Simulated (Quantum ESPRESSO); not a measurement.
**MgS (Niningerite): a worked LO-TO splitting**

How high does the longitudinal optical mode of MgS (Niningerite) lie, given the transverse one, the Born charge and ε∞?

Method: DFT PBE, scalar-relativistic, plane waves, GBRV ultrasoft pseudopotentials, in Quantum ESPRESSO 7.5.

## 1. The relaxed structure

Symmetry: Fm-3m, No. 225, cubic system. Conventional cell: a = 5.228 Å, b = 5.228 Å, c = 5.228 Å, α = 90.00°, β = 90.00°, γ = 90.00°. Nearest to Mg lie 6 S at 2.61 Å. Nearest to S lie 6 Mg at 2.61 Å. Farther neighbours and most contacts between anions are not listed.

Structure file:

```cif
data_structure
_symmetry_space_group_name_H-M 'P 1'
_symmetry_Int_Tables_number 1
_cell_length_a 3.6965
_cell_length_b 3.6965
_cell_length_c 3.6965
_cell_angle_alpha 60.000
_cell_angle_beta 60.000
_cell_angle_gamma 60.000
_cell_volume 35.72
loop_
_atom_site_label
_atom_site_type_symbol
_atom_site_fract_x
_atom_site_fract_y
_atom_site_fract_z
_atom_site_occupancy
Mg1 Mg 0.00000 0.00000 0.00000 1
S2 S 0.50000 0.50000 0.50000 1
```

This is the cell after its relaxation at this level of theory, not the database cell from which that began.

## 2. What the response run gave

A linear-response run on the relaxed cell, with the response to an electric field; only its zone-centre results are used. Cutoff 55 Ry, k mesh 8×8×8.

The program printed:

```text
[banners, grids, parts of the stress and lines that vanish by symmetry left out]
Program PHONON v.7.5
     Reading xml data from directory:

[...]
Exchange-correlation= PBE
                           (   1   4   3   4   0   0   0)
[...]
kinetic-energy cut-off    =      55.0000  Ry
     charge density cut-off    =     440.0000  Ry
     convergence threshold     =      1.0E-18
[...]
Exchange-correlation= PBE
                           (   1   4   3   4   0   0   0)
[...]
q = (   0.0000000   0.0000000   0.0000000 )
     49 Sym.Ops. (with q -> -q+G )
     G cutoff = 1087.7037  (  37461 G-vectors)     FFT grid: ( 48, 48, 48)
     G cutoff =  543.8518  (  13323 G-vectors)  smooth grid: ( 36, 36, 36)
     number of k points=    29
[...]
Mode symmetry, O_h (m-3m)  point group:
[...]
Dielectric constant
[...]
End of electric fields calculation
          Dielectric constant in cartesian axis
          (       5.462154932      -0.000000000      -0.000000000 )
          (      -0.000000000       5.462154932       0.000000000 )
          (      -0.000000000       0.000000000       5.462154932 )
          Effective charges (d Force / dE) in cartesian axis without acoustic sum rule applied (asr)
           atom    1  Mg    Mean Z*:        2.34669
      Ex  (        2.34669        0.00000        0.00000 )
      Ey  (        0.00000        2.34669       -0.00000 )
      Ez  (        0.00000       -0.00000        2.34669 )
           atom    2  S     Mean Z*:       -2.35464
      Ex  (       -2.35464       -0.00000       -0.00000 )
      Ey  (       -0.00000       -2.35464        0.00000 )
      Ez  (       -0.00000        0.00000       -2.35464 )
          Effective charges Sum: Mean:       -0.00795
[...]
Effective charges (d Force / dE) in cartesian axis with asr applied:
           atom    1  Mg    Mean Z*:        2.35066
[...]
atom    2  S     Mean Z*:       -2.35066
[...]
Representation #   1 modes #   1   2   3
[...]
End of self-consistent calculation
     Convergence has been achieved
     Representation #   2 modes #   4   5   6
[...]
End of self-consistent calculation
     Convergence has been achieved
[...]
Dielectric constant in cartesian axis
          (       5.462154932      -0.000000000      -0.000000000 )
          (      -0.000000000       5.462154932       0.000000000 )
          (      -0.000000000       0.000000000       5.462154932 )
          Effective charges (d Force / dE) in cartesian axis without acoustic sum rule applied (asr)
           atom    1  Mg    Mean Z*:        2.34669
      Ex  (        2.34669        0.00000        0.00000 )
      Ey  (        0.00000        2.34669       -0.00000 )
      Ez  (        0.00000       -0.00000        2.34669 )
           atom    2  S     Mean Z*:       -2.35464
      Ex  (       -2.35464       -0.00000       -0.00000 )
      Ey  (       -0.00000       -2.35464        0.00000 )
      Ez  (       -0.00000        0.00000       -2.35464 )
          Effective charges Sum: Mean:       -0.00795
[...]
Effective charges (d Force / dE) in cartesian axis with asr applied:
           atom    1  Mg    Mean Z*:        2.35066
[...]
atom    2  S     Mean Z*:       -2.35066
[...]
q = (    0.000000000   0.000000000   0.000000000 )
[...]
freq (    1) =      -0.077762 [THz] =      -2.593854 [cm-1]
     freq (    2) =      -0.077762 [THz] =      -2.593854 [cm-1]
     freq (    3) =      -0.077762 [THz] =      -2.593854 [cm-1]
     freq (    4) =       6.746305 [THz] =     225.032526 [cm-1]
     freq (    5) =       6.746305 [THz] =     225.032526 [cm-1]
     freq (    6) =       6.746305 [THz] =     225.032526 [cm-1]
[...]
Mode symmetry, O_h (m-3m)  point group:
     freq (   1-   3) =         -2.6  [cm-1]   --> T_1u G_15  G_4- I
     freq (   4-   6) =        225.0  [cm-1]   --> T_1u G_15  G_4- I

   JOB DONE.
```

| quantity | value |
| --- | --- |
| cell volume Ω (Å³) | 35.717 |
| mass of Mg (u) | 24.305 |
| mass of S (u) | 32.060 |
| Born charge of Mg, raw (e) | 2.347 |
| Born charge of S, raw (e) | -2.355 |
| ε∞ | 5.462 |
| ω(TO) after the sum rule (cm⁻¹) | 225.1 |

## 3. The calculation

The charges must sum to zero over the cell; taking off their mean, -0.004 e, leaves Z* = 2.351 e on Mg. In the polar mode Mg moves against S, so the reduced mass is μ = 24.30 × 32.06 / 56.37 = 13.825 u.

A longitudinal wave builds up a field that adds to the restoring force: ω(LO)² = ω(TO)² + 4π Z*² / (μ Ω ε∞), in Hartree atomic units. With μ = 25201 electron masses and Ω = 241.03 bohr³ the second term is 2.0929e-06 Ha², or 100812 cm⁻² (1 Ha = 219474.6 cm⁻¹).

So ω(LO) = √(50648 + 100812) = 389.2 cm⁻¹, and by the Lyddane-Sachs-Teller relation ε₀ = ε∞ (ω(LO)/ω(TO))² = 16.33.

## 4. Check against the program

The analysis program adds the same non-analytic term to the full matrix, here for q along (1 0 0).

The program printed:

```text
[banner, memory and clock lines left out]
Program DYNMAT v.7.5

     Reading Dynamical Matrix from file g.dyn
     ...Force constants read
     ...epsilon and Z* read

     Polarizability (A^3 units)
     multiply by 0.402029 for Clausius-Mossotti correction
        12.682494   -0.000000   -0.000000
        -0.000000   12.682494    0.000000
        -0.000000    0.000000   12.682494

     IR activities are in (D/A)^2/amu units

# mode   [cm-1]    [THz]      IR
    1     -0.00   -0.0000    0.0000
    2     -0.00   -0.0000    0.0000
    3     -0.00   -0.0000    0.0000
    4    225.05    6.7468    9.2215
    5    225.05    6.7468    9.2215
    6    389.18   11.6673    9.2215
```

ε₀ comes from the program's run without a direction of q.

| quantity | by hand | program |
| --- | --- | --- |
| ω(LO) (cm⁻¹) | 389.2 | 389.2 |
| ε₀ | 16.33 | 16.33 |

## 5. Summary of results

```json
{
  "TO mode": "225.1 cm⁻¹",
  "LO mode": "389.2 cm⁻¹",
  "static dielectric constant": "16.33"
}
```

The LO mode of MgS (Niningerite) lies at 389 cm⁻¹, 164 cm⁻¹ above the TO mode; the formula meets the program within 0.1 cm⁻¹, as it must for a cubic crystal with one polar mode. ω(LO)² − ω(TO)² goes with Z*²/ε∞: an error of 5 % in ε∞ would move the LO mode by 6.2 cm⁻¹, and semilocal functionals tend to overestimate ε∞. These are harmonic values at zero temperature, at the volume of this functional, for the structure held cubic; stability elsewhere in the zone is no part of this calculation.

[Host names and launcher messages were left out of these logs when they were recorded.]

[Logs are printed without paths, hosts, clocks, repeated set-up lines and the standing remarks that a program may print on its own settings, such as how far it seeks lower states.]

[Hosts, paths, dates, database ids (printed as entryN), source tags and the programs' standing remarks are cut or masked in the printed files.]
